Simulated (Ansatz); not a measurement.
# PbO (model cell, started as layered BN type): phonons and vibrational spectra, part 2 of 2

Wanted: phonon frequencies of PbO (model cell, started as layered BN type) and what follows from them.

Ansatz 0.2.0; DFT PBEsol, scalar-relativistic, plane waves, PAW.

So far: Starting point; Bringing the structure to rest. The relaxed cell has a = 4.239, c = 5.243 Å (conventional setting).

The structure was built from a prototype and need not be the compound's stable phase.

**3. Tight relaxation**

Phonons need a cell at rest on their own settings, so the relaxation is repeated with tight tolerances on forces and stress, using the mesh and the filling of the phonon run that follows.

File input.yaml:

```yaml
crystal:
  lattice:
    - [4.2390597916, 2.965e-06, 0.0]
    - [-2.1195324636, 3.6711319852, 0.0]
    - [0.0, 0.0, 5.2433493857]
  atoms:
    - { symbol: Pb, position: [0.3333333333, 0.6666666667, 0.25] }
    - { symbol: Pb, position: [0.6666666667, 0.3333333333, 0.75] }
    - { symbol: O, position: [0.6666666667, 0.3333333333, 0.25] }
    - { symbol: O, position: [0.3333333333, 0.6666666667, 0.75] }
kpoints:
  mp_grid: { grid: [10, 10, 4] }
hamiltonian:
  xc: pbesol
scf:
  occupations: { method: fixed }
output:
  forces: true
  stress: true
  eigenvalues: true
  write_density: true
  write_potential: true
  elf: true
  volumetric_format: npy
relax:
  adjacent_minimum: "off"
  f_tol: 0.001
  max_steps: 60
  cell: { stress_tol: 0.01 }
```

On the command line:

```console
ansatz run input.yaml --threads 4 --pin off --max-ram 7168MiB --backend cpu --events-out ev --progress --plain --runs-dir out
```

Numbers of over 12 decimals in the logs are rounded to 6 here.

Log:

```text
[...]
Crystal: 4 atoms, lattice volume = 81.598 Å³
Basis set: ecut = 420 eV, 1595 PW (Γ), exchange–correlation on 60×60×72 points (8 copies of the dense FFT grid, shifted against one another)
Bands: 24, of which v1, the nominal top of the filled ones, is band 20 counted from 1 (19 counted from 0)
Symmetry: 24 space group operations
[...]
k-points: 42 of 400
[...]
--- Relaxed structure (1 steps of the walk, 1 accepted, 1 SCFs on fresh bases) ---
[...]
cell:  # Å, volume = 81.5978 Å³
    - [4.239060, 2.9650200211561925e-6, 0.0]
    - [-2.119532, 3.671132, 0.0]
    - [0.0, 0.0, 5.2433493857]
  atoms:
    - { symbol: Pb, position: [0.333333, 0.666667, 0.25] }
    - { symbol: Pb, position: [0.666667, 0.333333, 0.75] }
    - { symbol: O, position: [0.666667, 0.333333, 0.25] }
    - { symbol: O, position: [0.333333, 0.666667, 0.75] }
[key lines of the parts left out:]
SCF converged after 8 iterations
Free energy (F): -24630.089394 eV
Fermi energy:    8.604805 eV
P = ⅓ Tr σ = 0.0029 GPa (0.029 kbar)
```

The job ended after 18 s (4 threads of Arm Neoverse N1, shared host; peak memory 0.41 GiB; 25 s of CPU time).

Little changed from the start: no atom moved by 0.005 Å and no cell edge by 0.1 %.

A gap read on the k-mesh alone can miss the band edges.

This step gave:

| Property | Result |
| --- | --- |
| pressure | 0.002888 GPa |
| gap on the k-mesh | 1.271 eV |
| direct gap on mesh | 1.271 eV |

Valence density in the ac plane at fractional y = 0.333, with atoms of Pb and O within 0.2 Å of it. It is the smooth field of the valence electrons, not physical close to the nuclei.

Ten even steps from '_' (0.0 e/Å³) to '@' (8.6 e/Å³), each cell a mean:
```
____________________________
________________..::..______
______________..==++==::____
______________--**@@%%==..__
______________--**@@##==..__
______________..--++==::____
________________......______
____________________________
____________________________
____________________________
________________..::..______
______________..--**==..____
______________..++%%**::____
______________..--++==..____
________________......______
____________________________
____________________________
```
Columns run along a (4.2 Å), rows up along c (5.2 Å). Atoms in or near the plane, at fractional coordinates: Pb at (0.67, 0.75), O at (0.67, 0.25).

ELF in the ac plane at fractional y = 0.333, with atoms of Pb and O within 0.2 Å of it. It is the smooth field of the valence electrons, not physical close to the nuclei.

Ten even steps from '_' (0.01) to '@' (0.81), each cell a mean:
```
__________..::----==----::..
..........::--========++==::
..::::::..::====::..::====--
..::--::::--==--______::==--
..::--::::--==--______::==--
....::::..::====--..::====--
..........::--==++====++==::
__________....::--------::..
____..______....::::::....__
....::::......==++****==::..
..--==--::..==%%@@@@@@%%++::
::--====::::++@@@@%%@@@@**::
::--====::::++@@%%++##@@##--
::--====::::++@@@@%%@@@@**::
..------::..--##@@@@@@%%==::
....::........--++++++==::..
____________......::::....__
```
Columns run along a (4.2 Å), rows up along c (5.2 Å). Atoms in or near the plane, at fractional coordinates: Pb at (0.67, 0.75), O at (0.67, 0.25).

Electrostatic potential energy in the ac plane at fractional y = 0.333, with atoms of Pb and O within 0.2 Å of it. With pseudopotentials it is smooth inside the atoms' cores, unlike the true potential.

Values in eV, 17 rows by 14 columns, each cell a mean:
```
 11  11  12  12  11  10   8   4  -2  -6  -4   2   7   9
 10  12  12  12  11   8   4 -11 -24 -29 -26 -16   0   7
 10  12  12  12  11   6  -5 -29 -32 -28 -31 -31 -12   4
  9  12  12  12  10   5 -12 -32 -25 -16 -22 -32 -20   1
  9  12  12  12  10   5 -12 -32 -26 -17 -22 -32 -20   1
 10  12  12  12  11   7  -3 -27 -32 -30 -32 -30 -10   5
 11  12  12  12  11   9   4  -9 -22 -28 -25 -14   1   7
 11  11  12  11  11  10   8   5   2  -2   0   4   8  10
 11  11  10  11  11  11  10  10   9   8   9   9  10  11
 10   9   9   9  10  11  11  11  11  10  11  11  12  11
  9   8   7   7   9  10  11   9  -2 -12  -7   7  11  11
  8   6   5   6   8  10  11  -1 -24 -32 -28  -8  10  11
  8   6   4   5   7  10  11  -8 -30 -34 -33 -16   9  10
  8   6   5   6   8  10  11   0 -22 -31 -27  -7  10  11
  9   8   7   8   9  10  11  10   1  -7  -2   8  11  11
 10  10   9   9  10  11  11  11  11  10  10  11  11  11
 11  11  11  11  11  11  10  10   9   8   8   9  10  11
```
Columns run along a (4.2 Å; values clipped at the 3rd and 97th percentile), rows up along c (5.2 Å). Atoms in or near the plane, at fractional coordinates: Pb at (0.67, 0.75), O at (0.67, 0.25).

The forces vanish by symmetry and the pressure is 0.003 GPa, within the tolerances set. The cell now holds 20.40 Å³/atom.

**4. Zone-centre response**

The zone centre is the only wavevector solved here; it holds the modes that light can see, as far as symmetry allows. The response to a homogeneous field gives the Born charges and the dielectric tensor, and its change with displacement the Raman tensors.

input.yaml, the sections that differ from step 3:

```yaml
output:
  eigenvalues: true
phonons:
  method: dfpt
  dielectric: true
  rigid_motions: translations
  raman: true
# crystal, kpoints, hamiltonian, scf: as in step 3
# relax: removed
```

Log:

```text
[...]
Crystal: 4 atoms, lattice volume = 81.598 Å³
Basis set: ecut = 420 eV, 1595 PW (Γ), exchange–correlation on 60×60×72 points (8 copies of the dense FFT grid, shifted against one another)
Bands: 24, of which v1, the nominal top of the filled ones, is band 20 counted from 1 (19 counted from 0)
Symmetry: 24 space group operations
k-points: 117 of 400 (irreducible under 2 space group operations, time reversal used)
[...]
SCF iter   1: F=—  HF=-24630.146875 eV  |F-HF|=—  |Δ(HF+E_count)|=         —  Δρ=1.95e-2  dr2=3.09e-1  ethr=1.77e-3  ⟨swp⟩=5.0  Hψ=10594  notcnv=0  defer=220
[...]
SCF iter   9: F=-24630.089394 eV  HF=-24630.089394 eV  |F-HF|=4.37e-11  |Δ(HF+E_count)|=  5.60e-10  Δρ=2.93e-7  dr2=8.99e-11  ethr=1.00e-12  ⟨swp⟩=7.6  Hψ=20042  notcnv=0
SCF 1 converged in 9 iterations: F = -24630.089394 eV  dr2 = 8.99e-11
[...]
NSCF: frozen V_eff on 2 k-points
DFPT response loops at Γ: preconditioner auto → Resta (q_TF=auto, 2.423 Å⁻¹)  ε∞=6.9 (no band partly filled); β = 1.00, the filter's whole step (`scf.mixing.beta` (0.50) is not read by the response loops at its default; to damp them type it under 1.00, their step now; it binds the ground state too); Broyden in place of MSR1
── the response to a field inside a basis, on 12×12×8 k-points: an SCF that follows is theirs, and a resumed run solves both again ──
Bands: 21, of which v1, the nominal top of the filled ones, is band 20 counted from 1 (19 counted from 0)
k-points: 168
[...]
Eigensolver: Dense (168 Hₖ)
SCF iter   1: F=—  HF=-24630.094294 eV  |F-HF|=—  |Δ(HF+E_count)|=         —  Δρ=6.93e-4  dr2=1.75e-4  ethr=1.00e-1
[...]
SCF iter   7: F=-24630.094256 eV  HF=-24630.094256 eV  |F-HF|=8.00e-11  |Δ(HF+E_count)|=   2.27e-9  Δρ=1.92e-7  dr2=3.14e-11  ethr=4.18e-12
SCF 1 converged in 7 iterations: F = -24630.094256 eV  dr2 = 3.14e-11
[...]
WARN: field response: ε∞ stands inside a basis, on 12×12×8 points; the force constants stand on the 10×10×4 k-mesh, whose period is 9.53 times the interband length at k = (0.3000, 0.3000, -0.5000), direct gap 1.271 eV, under 14: take them and everything formed from them as unconverged, and compare with a denser kpoints.mp_grid
SCF converged after 9 iterations
Free energy (F): -24630.089394 eV
[...]
Internal energy: -24630.089394 eV  (E = F + TS)
E sigma→0 (E₀):  -24630.089394 eV
Fermi energy:    8.604809 eV
[...]
--- Band table (eV; the first three rows and the last of 117) ---
  k-point 0: bands = [... 16 lower, 5.1597, 6.0098, 6.0327, 6.0327, 12.5038, 12.7613, 12.7613, 13.4563]
  k-point 1: bands = [... 16 lower, 5.3129, 5.9380, 5.9380, 6.6381, 12.0029, 12.6671, 12.6671, 13.1530]
  k-point 2: bands = [... 16 lower, 5.6542, 5.6542, 7.1234, 7.1234, 11.8540, 11.8540, 12.7256, 12.7256]
  k-point 116: bands = [... 16 lower, 5.1716, 5.9239, 7.6645, 7.8537, 10.5751, 10.9798, 12.4264, 13.2621]
--- Phonons (Γ-DFPT): 4 representative perturbations + reference, on 117 of 400 k-points (Σ response iterations 13) ---
  k mesh reduced under 2 symmetry operations, with k and −k counted as one. Each operation leaves every solved perturbation unchanged. A smaller set is not considered because the run solves the response to a homogeneous field
  ASR residual: 2.490e-4 → 0.000e0 eV/Å²; symmetrization residual: 1.266e-4 eV/Å²
  ASR residual per site (eV/Å²): 7.48e-5 7.48e-5 2.49e-4 2.49e-4
  Γ frequencies (cm⁻¹): -205.96 -127.70 0.00 0.00 0.00 57.84 57.84 102.17 217.77 217.77 247.45 247.45
  ε∞ (high-frequency dielectric tensor):
        8.320090    -0.000000     0.000000
       -0.000000     8.320090     0.000000
        0.000000     0.000000    10.752695
  softest optical mode at Γ: -205.96 cm⁻¹; the repairs (sum rule, projections) moved no ω² at Γ by more than (5.48 cm⁻¹)²
  Born effective charges Z* (e; rows j = field, columns β = displacement):
    site 0:
         2.40852   -0.00000    0.00000
        -0.00000    2.40852    0.00000
         0.00000    0.00000    3.57987
    site 1:
         2.40852   -0.00000    0.00000
        -0.00000    2.40852    0.00000
         0.00000    0.00000    3.57987
    site 2:
        -2.40852    0.00000    0.00000
         0.00000   -2.40852    0.00000
         0.00000    0.00000   -3.57987
    site 3:
        -2.40852    0.00000    0.00000
         0.00000   -2.40852    0.00000
         0.00000    0.00000   -3.57987
  Z* charge neutrality: 9.612e-3 e pre-enforcement
  solved inside a basis spanned on kpoints, on 12×12×8 k-points transformed towards the longest dipole: ε∞ is read to err by 5.2e-2, Z* by 3.8e-2 e (field_mesh: kpoints solves on kpoints); Z* is corrected for what the basis lacks
  Raman tensors (in the event stream and the table raman_tensors.tsv): an entry may err by 1.3e0 Å², one of the second-order susceptibility by 8.3e-19 pm/V (basis, points and sum rule); their sum over the sites missed zero by 1.421e-14 Å² ahead of its enforcement
  optical modes at Γ without the LO–TO term, one row a degenerate level:
      ω (cm⁻¹)  modes    IR ((D/Å)²/amu)  static Raman (Å⁴/amu)  depolarisation
       -205.96      1             0.0000                 0.0000               —
       -127.70      1            39.8141                 0.0000               —
         57.84      2             0.0000                 8.8225           0.750
        102.17      1             0.0000                 0.0000               —
        217.77      2             0.0000               935.6715           0.750
        247.45      2            36.0440                 0.0000               —
  optical modes at Γ + LO–TO along q̂ = [1.0000, 0.0000, 0.0000]:
      ω (cm⁻¹)  modes    IR ((D/Å)²/amu)  static Raman (Å⁴/amu)  depolarisation
       -205.96      1             0.0000                 0.0000               —
       -127.70      1            39.8141                 0.0000               —
         57.84      2             0.0000                 8.8225           0.750
        102.17      1             0.0000                 0.0000               —
        217.77      2             0.0000               935.6715           0.750
        247.45      1            18.0220                 0.0000               —
        343.30      1            18.0220                 0.0000               —
  optical modes at Γ + LO–TO along q̂ = [0.0000, 1.0000, 0.0000]:
      ω (cm⁻¹)  modes    IR ((D/Å)²/amu)  static Raman (Å⁴/amu)  depolarisation
       -205.96      1             0.0000                 0.0000               —
       -127.70      1            39.8141                 0.0000               —
         57.84      2             0.0000                 8.8225           0.750
        102.17      1             0.0000                 0.0000               —
        217.77      2             0.0000               935.6715           0.750
        247.45      1            18.0220                 0.0000               —
        343.30      1            18.0220                 0.0000               —
  optical modes at Γ + LO–TO along q̂ = [0.0000, 0.0000, 1.0000]:
      ω (cm⁻¹)  modes    IR ((D/Å)²/amu)  static Raman (Å⁴/amu)  depolarisation
       -205.96      1             0.0000                 0.0000               —
         57.84      2             0.0000                 8.8225           0.750
        102.17      1             0.0000                 0.0000               —
        217.77      2             0.0000               935.6715           0.750
        247.45      2            36.0440                 0.0000               —
        283.68      1            39.8141                 0.0000               —
```

Elapsed: 33 min, on 4 threads; peak memory 2.6 GiB; 69 min of CPU time.

Numbers from this step:

- sum-rule residual before enforcement: 2.49e-4 eV/Å²
- miss of the charge sum rule: 0.009612 e
- estimated error of the dielectric tensor: 0.05237
- estimated error of the Born charges: 0.03762 e
- point group: 6/mmm
- highest optical mode at the zone centre (no LO-TO term): 247.4 cm⁻¹
- lowest optical zone-centre mode: -206.0 cm⁻¹
- mean high-frequency dielectric constant: 9.131
- largest Born charge (third of the trace): 2.799 e
- top of the zone-centre spectrum with the field: 343.3 cm⁻¹

Without the LO-TO term. Patterns of degenerate modes are one choice out of their space. The modes at Γ (shares of kinetic energy by element, %) (negative means imaginary):

```csv
mode,frequency (cm⁻¹),symmetry,Pb %,O %
1,-206.0,B1g,3,97
2,-127.7,A2u,7,93
3,0.0,acoustic,93,7
4,0.0,acoustic,93,7
5,0.0,acoustic,93,7
6,57.8,E2g,90,10
7,57.8,E2g,90,10
8,102.2,B1g,97,3
9,217.8,E2g,10,90
10,217.8,E2g,10,90
11,247.4,E1u,7,93
12,247.4,E1u,7,93
```

Displacements in mode 1 (-206.0 cm⁻¹), the largest set to 1:
```
Pb1  0.00  0.00 -0.05
Pb2  0.00  0.00  0.05
O3   0.00  0.00 -1.00
O4   0.00  0.00  1.00
```

Displacements in mode 9 (217.8 cm⁻¹), the largest set to 1:
```
Pb1  0.02  0.09  0.00
Pb2 -0.02 -0.09  0.00
O3  -0.21 -1.00  0.00
O4   0.21  1.00  0.00
```

Optical modes at the zone centre, without and with the macroscopic field of the longitudinal modes; each column is sorted by frequency, so a row need not hold one and the same mode. Modes with and without the field, by row:

| rank among optical modes | no field (cm⁻¹) | q along (1, 0, 0) (cm⁻¹) | q along (0, 0, 1) (cm⁻¹) |
| --- | --- | --- | --- |
| 1 | -206 | -206 | -206 |
| 2 | -127.7 | -127.7 | 57.8 |
| 3 | 57.8 | 57.8 | 57.8 |
| 4 | 57.8 | 57.8 | 102.2 |
| 5 | 102.2 | 102.2 | 217.8 |
| 6 | 217.8 | 217.8 | 217.8 |
| 7 | 217.8 | 217.8 | 247.4 |
| 8 | 247.4 | 247.4 | 247.4 |
| 9 | 247.4 | 343.3 | 283.7 |

Born charge (rows field, columns displacement) (e), principal values of the symmetric part by kind of site:

```
atom  atoms with these values    low  middle   high   mean
 Pb1                        2   2.41    2.41   3.58   2.80
  O3                        2  -3.58   -2.41  -2.41  -2.80
```

In full for O3:

```
-2.41  0.00  0.00
 0.00 -2.41  0.00
 0.00  0.00 -3.58
```

High-frequency dielectric tensor:

```
 8.32  0.00  0.00
 0.00  8.32  0.00
 0.00  0.00 10.75
```

Transverse modes; imaginary modes are left out. Infrared lines, with heights relative to the strongest:

| position (cm⁻¹) | label | relative intensity |
| --- | --- | --- |
| 58 | E2g | 0.0 |
| 102 | B1g | 0.0 |
| 218 | E2g | 0.0 |
| 248 | E1u | 100 |

Activity x (w_L - w)^4 (n + 1)/w, 532 nm, 300 K; imaginary modes are left out; the tensors are static ones, while 532 nm light lies above the computed direct gap, where resonance would change the heights; modes without the macroscopic field alone. Lines of the Raman spectrum (strongest = 100):

```
position (cm⁻¹)  label  relative intensity
             58    E2g                  10
            102    B1g                 0.0
            218    E2g                 100
            248    E1u                 0.0
```

Before it was imposed, the acoustic sum rule was missed by 2.5e-4 eV/Å² and the charge sum rule by 0.0096 e. Small misses are needed for a sound result but don't prove that mesh and cutoff are converged. The lowest optical mode is imaginary, 206.0i cm⁻¹, so the energy falls along it.

The log warns of the k mesh: “the force constants stand on the 10×10×4 k-mesh, whose period is 9.53 times the interband length at k = (0.3000, 0.3000, -0.5000), direct gap 1.271 eV, under 14: take them and everything formed from them as unconverged”.

**5. Another isotope, element O, natural mass 15.999 amu**

An isotope changes the mass and not the force constants, so no new electronic calculation is needed; the shifts show which modes move this element.

The same force constants with the mass of O changed from 15.999 to 17.999 u (phonopy, no LO-TO term). Both lists are sorted by frequency; levels can cross, so a row need not hold one and the same mode. Modes under 3 cm⁻¹ are left out. Isotope shifts, by row:

```csv
q,rank,natural mass (cm⁻¹),changed mass (cm⁻¹)
0 0 0,1,-206,-194.6
0 0 0,2,-127.7,-120.9
0 0 0,6,57.84,57.49
0 0 0,7,57.84,57.49
0 0 0,8,102.2,102
0 0 0,9,217.8,206.6
0 0 0,10,217.8,206.6
0 0 0,11,247.4,234.3
0 0 0,12,247.4,234.3
```

A mode of this element alone would shift by -5.72 %. The highest zone-centre frequency without the field goes from 247.4 to 234.3 cm⁻¹ (-5.3 %).

**6. Isotope substitution, element Pb, natural mass 207.2 amu**

The same for Pb, from 207.20 to 203.97 u.

The same force constants with the mass of Pb changed from 207.200 to 203.973 u (phonopy, no LO-TO term). Both lists are sorted by frequency; levels can cross, so a row need not hold one and the same mode. Modes under 3 cm⁻¹ are left out. Isotope shifts, by row:

```csv
q,rank,natural mass (cm⁻¹),changed mass (cm⁻¹)
0 0 0,1,-206,-206
0 0 0,2,-127.7,-127.8
0 0 0,6,57.84,58.25
0 0 0,7,57.84,58.25
0 0 0,8,102.2,103
0 0 0,9,217.8,217.9
0 0 0,10,217.8,217.9
0 0 0,11,247.4,247.6
0 0 0,12,247.4,247.6
```

A mode of this element alone would shift by +0.79 %. The highest zone-centre frequency without the field goes from 247.4 to 247.6 cm⁻¹ (+0.1 %).

**7. What came out**

| Quantity | Value |
| --- | --- |
| space group after relaxation (within 0.01 Å) | P6_3/mmc |
| volume per atom | 20.4 Å³ |
| gap on the k-mesh | 1.27 eV |
| highest optical mode at the zone centre (no LO-TO term) | 247 cm⁻¹ |
| top of the zone-centre spectrum with the field | 343 cm⁻¹ |
| lowest optical zone-centre mode | -206 cm⁻¹ |
| mean high-frequency dielectric constant | 9.13 |
| largest Born charge (third of the trace) | 2.80 e |
| imaginary modes at Γ (the only wavevector solved) | yes |

A zone-centre mode is imaginary (206.0i cm⁻¹), so this structure is not a minimum of the energy. Without the field, the optical modes at Γ span -206 to 247 cm⁻¹ (negative means imaginary). No dispersion was computed. The highest mode in this list at Γ, 247.4 cm⁻¹, is mostly motion of O (93 % of the kinetic energy). With the macroscopic field of the longitudinal modes the top of the zone-centre spectrum lies at 343 cm⁻¹, against 247 cm⁻¹ without it. Among the real modes, the strongest infrared line is at 248 cm⁻¹. Averaged over orientations, the strongest Raman line at 532 nm and 300 K is at 218 cm⁻¹. The tensors are the static, non-resonant ones, while 532 nm light (2.33 eV) lies above the computed gap. With the field response the log warns that the k mesh is coarse for the force constants too, so the frequencies may not be converged. Spin-orbit coupling is left out, which can matter for the heavy elements here. The starting cell was built on a prototype and not taken from a measurement, so the phase need not exist. These are harmonic frequencies at zero temperature: anharmonic shifts, linewidths and thermal expansion are left out.

[Logs are printed without paths, hosts, clocks, repeated set-up lines and the standing remarks that a program may print on its own settings, such as how far it seeks lower states.]

[Hosts, paths, dates, database ids (printed as entryN), source tags and the programs' standing remarks are cut or masked in the printed files.]
